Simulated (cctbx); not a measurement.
# A crystallographic session in cctbx: ErNi2SnIr2

Library: cctbx 2025.11. The data are simulated by the first script.

## 1. Simulate the data

run.py:

```python
from cctbx import adptbx, crystal, miller, sgtbx, xray
from cctbx.array_family import flex
from iotbx.shelx import hklf
from scitbx import matrix
import scitbx.random

cs = crystal.symmetry(unit_cell=(5.375, 8.598, 4.168, 90, 90, 90), space_group_symbol='Hall: -C 2 2')  # Cmmm
atoms = [  # label, site, U (iso, or U11 U22 U33 U12 U13 U23 in A^2), occupancy
    ("Ir1", (0.5, 0.8424, 0), (0.0062, 0.0078, 0.0078, 0.0000, 0.0000, 0.0000), 1),
    ("Er1", (0, 0, 0), (0.0114, 0.0045, 0.0073, 0.0000, 0.0000, 0.0000), 1),
    ("Sn1", (0.5, 0, 0.5), (0.0055, 0.0122, 0.0091, 0.0000, 0.0000, 0.0000), 1),
    ("Ni1", (0.25, 0.25, 0.5), (0.0140, 0.0142, 0.0121, 0.0009, 0.0000, 0.0000), 1),
]
xs = xray.structure(crystal_symmetry=cs)
for label, site, u, occ in atoms:
    u = adptbx.u_cif_as_u_star(cs.unit_cell(), u) if isinstance(u, tuple) else u
    xs.add_scatterer(xray.scatterer(label, site=site, u=u, occupancy=occ))
xs.set_inelastic_form_factors(0.4959, "sasaki")
xs.show_summary()
p1 = xs.expand_to_p1()
ms = miller.build_set(p1, anomalous_flag=True, d_min=0.77)
flex.set_random_seed(907803)
scitbx.random.set_random_seed(907803)
ms = ms.select(flex.random_double(ms.size()) < 0.7)
i = ms.structure_factors_from_scatterers(p1, algorithm="direct").f_calc().as_intensity_array().data()
i = i * 5000 / flex.max(i)
sig = flex.sqrt(i + flex.pow2(0.015 * i) + 4 ** 2)
noise = scitbx.random.variate(scitbx.random.normal_distribution())(i.size())
data = ms.array(data=i + sig * noise, sigmas=sig).set_observation_type_xray_intensity()
with open("data.hkl", "w") as f:
    data.export_as_shelx_hklf(f)
print("reflections written:", data.size(), " <I/sigma> = %.1f" % flex.mean(data.data() / data.sigmas()))
for h, a, b in list(data.sort("data"))[:12]:
    print("%4d%4d%4d %9.1f %7.1f" % (h + (a, b)))
```

```console
$ python run.py
```

```text
Number of scatterers: 4
At special positions: 4
Unit cell: (5.375, 8.598, 4.168, 90, 90, 90)
Space group: C m m m (No. 65)
reflections written: 1224  <I/sigma> = 7.1
   0   0   2    5171.2   103.2
   0   0  -2    4940.9   103.2
  -1   3   1    3612.0    80.0
  -1  -3  -1    3607.9    80.0
  -1  -3   1    3587.0    80.0
   1   3  -1    3516.9    80.0
  -1   3  -1    3489.9    80.0
   4   0   0    3256.9    73.1
  -2   0   1    2779.7    66.0
  -2  -6   0    2765.1    65.8
   2   6   0    2748.5    65.8
  -2   0  -1    2734.6    66.0
```

Run time: 0.42 s on 1 thread of Arm Neoverse V1, with other jobs on the host, peak memory 0.07 GiB.

## 2. Symmetry

run.py:

```python
from cctbx import crystal, sgtbx, statistics
from cctbx.array_family import flex
from iotbx.shelx import hklf

p1 = crystal.symmetry(unit_cell=(5.375, 8.598, 4.168, 90, 90, 90), space_group_symbol="P 1")
raw = hklf.reader(file_name="data.hkl").as_miller_arrays(crystal_symmetry=p1, anomalous=True)[0]
print(raw.size(), "reflections to d = %.3f A" % raw.d_min())
isig = raw.data() / raw.sigmas()
print("centring   violations  <I/sigma> of those")
best = "P"
for c in "ABCIRF":
    a = raw.customized_copy(space_group_info=sgtbx.space_group_info("Hall: %s 1" % c)).sys_absent_flags().data()
    m = flex.mean(isig.select(a))
    print("%5s %10d of %5d %8.1f" % (c, (isig.select(a) > 4).count(True), a.count(True), m))
    if (isig.select(a) > 4).count(True) < 0.01 * a.count(True):
        best = c
raw = raw.select(~raw.customized_copy(space_group_info=sgtbx.space_group_info("Hall: %s 1" % best)).sys_absent_flags().data())
isig = raw.data() / raw.sigmas()
rows = []
for s in sgtbx.space_group_symbol_iterator():
    g = sgtbx.space_group(s)
    if g.conventional_centring_type_symbol() != best or not g.is_compatible_unit_cell(p1.unit_cell(), 1e-3, 0.02):
        continue
    rows.append((s, g))
print("Laue class    unique    Rint  (classes that these axes allow; Friedel mates merged)")
rint = {}
for s, g in rows:
    laue = g.build_derived_patterson_group()
    key = laue.type().hall_symbol()
    if key not in rint:
        m = raw.customized_copy(space_group_info=laue.info(), anomalous_flag=False).merge_equivalents()
        rint[key] = m.r_int()
        print("%-14s %6d %7.3f" % (laue.type().lookup_symbol(), m.array().size(), m.r_int()))
floor = min(rint.values())
good = [(s, g) for s, g in rows if rint[g.build_derived_patterson_group().type().hall_symbol()] < 2 * floor + 0.03]
top = max(g.build_derived_patterson_group().order_z() for s, g in good)
print("space group    extra absences  I>4sigma  <I/sigma>")
for s, g in good:
    laue = g.build_derived_patterson_group()
    if laue.order_z() != top:
        continue
    a = raw.customized_copy(space_group_info=g.info()).sys_absent_flags().data()
    a &= ~raw.customized_copy(space_group_info=laue.info()).sys_absent_flags().data()
    bad = (isig.select(a) > 4).count(True)
    if bad <= 0.03 * a.count(True):
        print("%-16s %8d %10d %9s  %s" % (s.universal_hermann_mauguin(), a.count(True), bad, "%.1f" % flex.mean(isig.select(a)) if a.count(True) else "-", "centric" if g.is_centric() else "acentric"))
laue = max(good, key=lambda t: t[1].build_derived_patterson_group().order_z())[1].build_derived_patterson_group()
f = raw.customized_copy(space_group_info=laue.info(), anomalous_flag=False).merge_equivalents().array().eliminate_sys_absent().f_sq_as_f()
f.set_observation_type_xray_amplitude()
bins = max(3, min(8, f.size() // 12))
f.setup_binner(n_bins=bins)
w = statistics.wilson_plot(f, {e: n / laue.order_z() for e, n in {'Ir': 4.0, 'Er': 2.0, 'Sn': 2.0, 'Ni': 4.0}.items()}, e_statistics=True)
print("Wilson B = %.2f A^2   <|E^2-1|> = %.3f (0.968 centric, 0.736 acentric)   E^2>4: %.1f %%" % (w.wilson_b, w.mean_e_sq_minus_1, w.percent_e_sq_gt_2))
print("shell (A)         n   <I/sigma>")
m = raw.customized_copy(space_group_info=laue.info(), anomalous_flag=False).merge_equivalents().array().eliminate_sys_absent()
for b in m.setup_binner(n_bins=bins).range_used():
    sel = m.binner().selection(b)
    print("%5.2f - %4.2f %6d %8.1f" % (min(m.binner().bin_d_range(b)[0] if m.binner().bin_d_range(b)[0] > 0 else 99, 99), m.binner().bin_d_range(b)[1], sel.count(True), flex.mean((m.data() / m.sigmas()).select(sel))))
```

```console
$ python run.py
```

```text
1224 reflections to d = 0.774 A
centring   violations  <I/sigma> of those
    A        247 of   619      6.7
    B        247 of   607      6.8
    C          0 of   606      0.1
    I        210 of   609      6.7
    R        297 of   799      7.2
    F        247 of   916      4.5
Laue class    unique    Rint  (classes that these axes allow; Friedel mates merged)
C 1 2/m 1         233   0.026
C 2/m 1 1         237   0.025
C m m m           145   0.028
space group    extra absences  I>4sigma  <I/sigma>
C 2 2 2                 0          0         -  acentric
C m m 2                 0          0         -  acentric
C 2 m m                 0          0         -  acentric
C m 2 m                 0          0         -  acentric
C m m m                 0          0         -  centric
Wilson B = 0.47 A^2   <|E^2-1|> = 0.862 (0.968 centric, 0.736 acentric)   E^2>4: 1.4 %
shell (A)         n   <I/sigma>
 4.56 - 1.53     22     30.9
 1.53 - 1.22     20     27.7
 1.22 - 1.07     16     31.9
 1.07 - 0.97     18     24.2
 0.97 - 0.90     18     28.7
 0.90 - 0.85     14     25.8
 0.85 - 0.81     21     19.3
 0.81 - 0.77     16     29.7
```

Time: 0.69 s.

## 3. Charge flipping

run.py:

```python
import itertools
from cctbx import crystal, maptbx
from cctbx.array_family import flex
from iotbx.shelx import hklf
from smtbx.ab_initio import charge_flipping as cf

cs = crystal.symmetry(unit_cell=(5.375, 8.598, 4.168, 90, 90, 90), space_group_symbol='Hall: -C 2 2')  # Cmmm
raw = hklf.reader(file_name="data.hkl").as_miller_arrays(crystal_symmetry=cs, anomalous=True)[0]
merged = raw.eliminate_sys_absent().merge_equivalents()
fo2 = merged.array().set_observation_type_xray_intensity()
f = fo2.average_bijvoet_mates().f_sq_as_f().resolution_filter(d_min=0.77)
p1 = f.expand_to_p1()
work = p1
flex.set_random_seed(90753)
it = cf.weak_reflection_improved_iterator(delta=None, weak_reflection_fraction=0.2)
it.start(work, phases=flex.random_double(p1.size()) * 6.2832, f_000=0)
it.delta = 1.1 * it.rho_map.sigma()
print("cycle      R  skewness")
for n, st in enumerate(itertools.islice(it, 100)):
    if n % 8 == 0:
        print("%5d %6.3f %8.2f" % (n, st.r1_factor(), st.rho_map.skewness()))
rho = p1.phase_transfer(it.f_calc).fft_map().apply_volume_scaling()
polish = cf.low_density_elimination_iterator(constant_rho_c=rho.sigma())
polish.start(f_obs=p1, phases=it.f_calc, f_000=0)
for _ in range(8):
    next(polish)
print("origin shift          correlation  skewness")
maps = []
for fc, shift, cc in itertools.islice(cf.f_calc_symmetrisations(f, polish.f_calc, 0), 4):
    m = f.phase_transfer(fc).fft_map(symmetry_flags=maptbx.use_space_group_symmetry, resolution_factor=0.25).apply_sigma_scaling()
    maps.append((m.skewness(), cc, m))
    print("%6.3f %6.3f %6.3f %10.3f %9.2f" % (tuple(shift) + (cc, m.skewness())))
skew, cc, m = max((t for t in maps if t[1] > maps[0][1] - 0.04), key=lambda t: t[0])
print("taken: symmetry correlation %.3f, skewness %.2f" % (cc, skew))
peaks = m.peak_search(parameters=maptbx.peak_search_parameters(min_distance_sym_equiv=0.9, max_clusters=9)).all()
sps = cs.special_position_settings(min_distance_sym_equiv=0.5)
print("peak      x       y       z  mult  height/sigma")
for k, (x, h) in enumerate(zip(peaks.sites(), peaks.heights())):
    ss = sps.site_symmetry(x)
    print("Q%-3d %7.4f %7.4f %7.4f %4d %8.1f" % ((k + 1,) + tuple(t % 1 for t in ss.exact_site()) + (ss.multiplicity(), h)))
```

```console
$ python run.py
```

```text
cycle      R  skewness
    0  0.527     0.45
    8  0.448     1.63
   16  0.445     2.55
   24  0.376     4.28
   32  0.347     3.57
   40  0.384     3.73
   48  0.385     3.79
   56  0.297     3.73
   64  0.271     3.62
   72  0.253     3.58
   80  0.268     3.62
   88  0.278     3.54
   96  0.264     3.54
origin shift          correlation  skewness
 0.340  0.469  0.014      0.916      4.49
 0.337  0.137  0.014      0.916      4.56
 0.342  0.302  0.014      0.914      3.97
 0.166  0.460  0.467      0.778      1.49
taken: symmetry correlation 0.916, skewness 4.56
peak      x       y       z  mult  height/sigma
Q1    0.0000  0.1587  0.0000    4     13.2
Q2    0.0000  0.0000  0.5000    2     11.4
Q3    0.0000  0.5000  0.0000    2     10.9
Q4    0.2500  0.2500  0.5000    4      5.4
Q5    0.0000  0.3325  0.5000    4      3.1
Q6    0.0000  0.2775  0.0000    4      1.4
Q7    0.1753  0.4400  0.5000    8      1.4
Q8    0.2008  0.1336  0.0000    8      1.2
Q9    0.2032  0.5000  0.0000    4      1.2
```

Time: 0.59 s.

## 4. Refinement (model from the peaks)

run.py:

```python
import math
from cctbx import adptbx, crystal, maptbx, sgtbx, xray
from cctbx.array_family import flex
from cctbx.xray import observations
from iotbx.shelx import hklf
from scitbx.lstbx import normal_eqns_solving
from smtbx import absolute_structure, utils
from smtbx.refinement import constraints, least_squares

cs = crystal.symmetry(unit_cell=(5.375, 8.598, 4.168, 90, 90, 90), space_group_symbol='Hall: -C 2 2')  # Cmmm
atoms = [  # label, site, U (iso, or U11 U22 U33 U12 U13 U23 in A^2), occupancy
    ("Ir1", (0, 0.1587, 0), 0.0200, 1),
    ("Er1", (0, 0, 0.5), 0.0200, 1),
    ("Sn1", (0, 0.5, 0), 0.0200, 1),
    ("Ni1", (0.25, 0.25, 0.5), 0.0200, 1),
]
xs = xray.structure(crystal_symmetry=cs)
for label, site, u, occ in atoms:
    u = adptbx.u_cif_as_u_star(cs.unit_cell(), u) if isinstance(u, tuple) else u
    xs.add_scatterer(xray.scatterer(label, site=site, u=u, occupancy=occ))
xs.set_inelastic_form_factors(0.4959, "sasaki")
raw = hklf.reader(file_name="data.hkl").as_miller_arrays(crystal_symmetry=cs, anomalous=True)[0]
merged = raw.eliminate_sys_absent().merge_equivalents()
fo2 = merged.array().set_observation_type_xray_intensity()
print("Rint %.3f, %d unique reflections to %.2f A" % (merged.r_int(), fo2.size(), fo2.d_min()))
for sc in xs.scatterers():
    sc.flags.set_grad_site(True)
    sc.flags.set_grad_u_aniso(sc.flags.use_u_aniso())
    sc.flags.set_grad_u_iso(sc.flags.use_u_iso())
obs = fo2.as_xray_observations()
extra = {}
rep = constraints.reparametrisation(xs, [], utils.connectivity_table(xs), **extra)
ls = least_squares.crystallographic_ls(obs, rep, weighting_scheme=least_squares.mainstream_shelx_weighting(a=0, b=0))
print("cycle     R1     wR2    GooF  max shift (A)")
for cycle in range(6):
    ls.build_up()
    r1, wr2, goof = ls.r1_factor(cutoff_factor=2)[0], ls.wR2(), ls.goof()
    old = xs.sites_cart()
    normal_eqns_solving.levenberg_marquardt_iterations(ls, n_max_iterations=3, tau=0.0001, step_threshold=1e-7)
    big = flex.max((xs.sites_cart() - old).norms())
    print("%4d %7.4f %7.4f %7.3f %9.5f" % (cycle + 1, r1, wr2, goof, big))
    ls.build_up(objective_only=True)
    if abs(ls.wR2() - wr2) < 5e-5 and big < 5e-4:
        break
ls.build_up()
print("final R1 %.4f wR2 %.4f GooF %.3f  parameters %d  data/parameter %.1f" % (ls.r1_factor(cutoff_factor=2)[0], ls.wR2(), ls.goof(), ls.n_parameters, fo2.size() / ls.n_parameters))
cov = ls.covariance_matrix_and_annotations()
su = dict(zip(cov.annotations, (math.sqrt(max(v, 0)) for v in cov.matrix.matrix_packed_u_diagonal())))
a2 = cs.unit_cell().reciprocal_parameters()[0] ** -2
print("atom        x        y        z      Ueq    occ   su(xyz)  su(Uiso or U11)")
for sc in xs.scatterers():
    s = max(su.get(sc.label + k, 0) for k in (".x", ".y", ".z"))
    npd = "" if sc.is_positive_definite_u(cs.unit_cell()) else "  NPD"
    print("%-5s %8.5f %8.5f %8.5f %8.4f %6.3f %8.5f %7.4f%s" % ((sc.label,) + sc.site + (sc.u_iso_or_equiv(cs.unit_cell()), sc.occupancy, s, su.get(sc.label + ".uiso", su.get(sc.label + ".u11", 0) * a2), npd)))
fo = fo2.f_sq_as_f()
fc = fo.structure_factors_from_scatterers(xs, algorithm="direct").f_calc()
diff = fo.f_obs_minus_f_calc(1 / math.sqrt(ls.scale_factor()), fc).average_bijvoet_mates()
m = diff.fft_map(symmetry_flags=maptbx.use_space_group_symmetry, resolution_factor=0.25).apply_volume_scaling()
print("difference map: max %.2f min %.2f rms %.2f" % (m.statistics().max(), m.statistics().min(), m.statistics().sigma()))
peaks = m.peak_search(parameters=maptbx.peak_search_parameters(min_distance_sym_equiv=0.6, max_clusters=5)).all()
near = xs.closest_distances(peaks.sites(), distance_cutoff=4)
sps = cs.special_position_settings(min_distance_sym_equiv=0.5)
for k, (x, h) in enumerate(zip(peaks.sites(), peaks.heights())):
    ss = sps.site_symmetry(x)
    print("Q%-3d %7.4f %7.4f %7.4f %4d %7.2f  %.2f A from %s" % ((k + 1,) + tuple(t % 1 for t in ss.exact_site()) + (ss.multiplicity(), h, near.smallest_distances[k], xs.scatterers()[near.i_seqs[k]].label)))
```

```console
$ python run.py
```

```text
Rint 0.028, 145 unique reflections to 0.77 A
cycle     R1     wR2    GooF  max shift (A)
   1  0.2714  0.5527  19.813   0.00735
   2  0.1680  0.3353  12.020   0.00239
   3  0.1655  0.3314  11.881   0.00068
   4  0.1668  0.3327  11.929   0.00091
   5  0.1652  0.3311  11.870   0.00083
   6  0.1668  0.3327  11.926   0.00084
final R1 0.1652 wR2 0.3311 GooF 11.869  parameters 5  data/parameter 29.0
atom        x        y        z      Ueq    occ   su(xyz)  su(Uiso or U11)
Ir1    0.00000  0.15754  0.00000   0.0030  1.000  0.00060  0.0016
Er1    0.00000  0.00000  0.50000   0.0291  1.000  0.00000  0.0033
Sn1    0.00000  0.50000  0.00000   0.0001  1.000  0.00000  0.0026
Ni1    0.25000  0.25000  0.50000   0.0097  1.000  0.00000  0.0039
difference map: max 97.84 min -12.68 rms 3.90
Q1    0.0000  0.5000  0.0000    2   97.84  0.00 A from Sn1
Q2    0.0000  0.2041  0.0000    4    9.14  0.40 A from Ir1
Q3    0.0000  0.1044  0.0000    4    5.48  0.46 A from Ir1
Q4    0.2131  0.0000  0.5000    4    4.74  1.15 A from Er1
Q5    0.2500  0.2500  0.0000    4    4.38  1.56 A from Ir1
```

Time: 1 s.

Figures of merit this high mean that the model is still wrong or incomplete.

## 5. Charge flipping

run.py, as its changes from the last script of this kind:

```diff
@@ -13,2 +13,3 @@
-work = p1
-flex.set_random_seed(90753)
+p1.setup_binner_counting_sorted(reflections_per_bin=max(40, p1.size() // 12))
+work = p1.array(data=p1.data() / p1.amplitude_quasi_normalisations().data())
+flex.set_random_seed(90754)
@@ -19,2 +20,2 @@
-for n, st in enumerate(itertools.islice(it, 100)):
-    if n % 8 == 0:
+for n, st in enumerate(itertools.islice(it, 200)):
+    if n % 16 == 0:
```

```console
$ python run.py
```

```text
cycle      R  skewness
    0  0.545     0.34
   16  0.495     2.49
   32  0.412     3.16
   48  0.425     2.98
   64  0.452     2.87
   80  0.416     3.09
   96  0.410     2.77
  112  0.428     2.91
  128  0.440     2.99
  144  0.408     2.96
  160  0.412     3.28
  176  0.427     3.02
  192  0.426     2.93
origin shift          correlation  skewness
 0.313  0.486  0.401      0.849      4.02
 0.313  0.318  0.400      0.846      3.25
 0.313  0.153  0.401      0.845      3.64
 0.300 -0.001  0.281      0.814      1.07
taken: symmetry correlation 0.849, skewness 4.02
peak      x       y       z  mult  height/sigma
Q1    0.0000  0.3357  0.5000    4     13.8
Q2    0.0000  0.0000  0.5000    2      8.5
Q3    0.0000  0.5000  0.0000    2      4.3
Q4    0.2412  0.3595  0.5000    8      3.0
Q5    0.2308  0.5000  0.0000    4      2.7
Q6    0.2410  0.1794  0.1910   16      2.4
Q7    0.0000  0.1797  0.0000    4      2.3
Q8    0.2500  0.2500  0.0000    4      2.1
Q9    0.0000  0.2332  0.3487    8      2.1
```

Time: 0.84 s.

## 6. Refinement (model from the peaks)

run.py, as its changes from the last script of this kind:

```diff
@@ -12 +12 @@
-    ("Ir1", (0, 0.1587, 0), 0.0200, 1),
+    ("Ir1", (0, 0.3357, 0.5), 0.0200, 1),
@@ -15 +15 @@
-    ("Ni1", (0.25, 0.25, 0.5), 0.0200, 1),
+    ("Ni1", (0.2308, 0.5, 0), 0.0200, 1),
```

```console
$ python run.py
```

```text
Rint 0.028, 145 unique reflections to 0.77 A
cycle     R1     wR2    GooF  max shift (A)
   1  0.4767  0.8217  29.566   0.06055
   2  0.2244  0.4550  16.371   0.32830
   3  0.2161  0.4213  15.158   0.05443
   4  0.2164  0.4213  15.157   0.05518
   5  0.2161  0.4213  15.156   0.03207
   6  0.2163  0.4212  15.156   0.03711
final R1 0.2160 wR2 0.4213 GooF 15.156  parameters 6  data/parameter 24.2
atom        x        y        z      Ueq    occ   su(xyz)  su(Uiso or U11)
Ir1    0.00000  0.34105  0.50000   0.0002  1.000  0.00103  0.0024
Er1    0.00000  0.00000  0.50000   0.0016  1.000  0.00000  0.0031
Sn1    0.00000  0.50000  0.00000   0.0041  1.000  0.00000  0.0045
Ni1    0.12519  0.50000  0.00000   1.0000  1.000  0.28407  0.3759
difference map: max 97.79 min -13.93 rms 6.36
Q1    0.2500  0.2500  0.0000    4  101.88  2.25 A from Ni1
Q2    0.0000  0.0000  0.5000    2   34.97  0.00 A from Er1
Q3    0.0000  0.3626  0.5000    4   31.98  0.19 A from Ir1
Q4    0.0000  0.5000  0.0000    2   26.56  0.00 A from Sn1
Q5    0.0000  0.2539  0.5000    4   17.81  0.75 A from Ir1
```

Run time: 1.5 s on 1 thread of Arm Neoverse V1, on a shared host, peak memory 0.09 GiB.

Figures of merit this high mean that the model is still wrong or incomplete.

[Logs are printed without paths, hosts, clocks, repeated set-up lines and the standing remarks that a program may print on its own settings, such as how far it seeks lower states.]
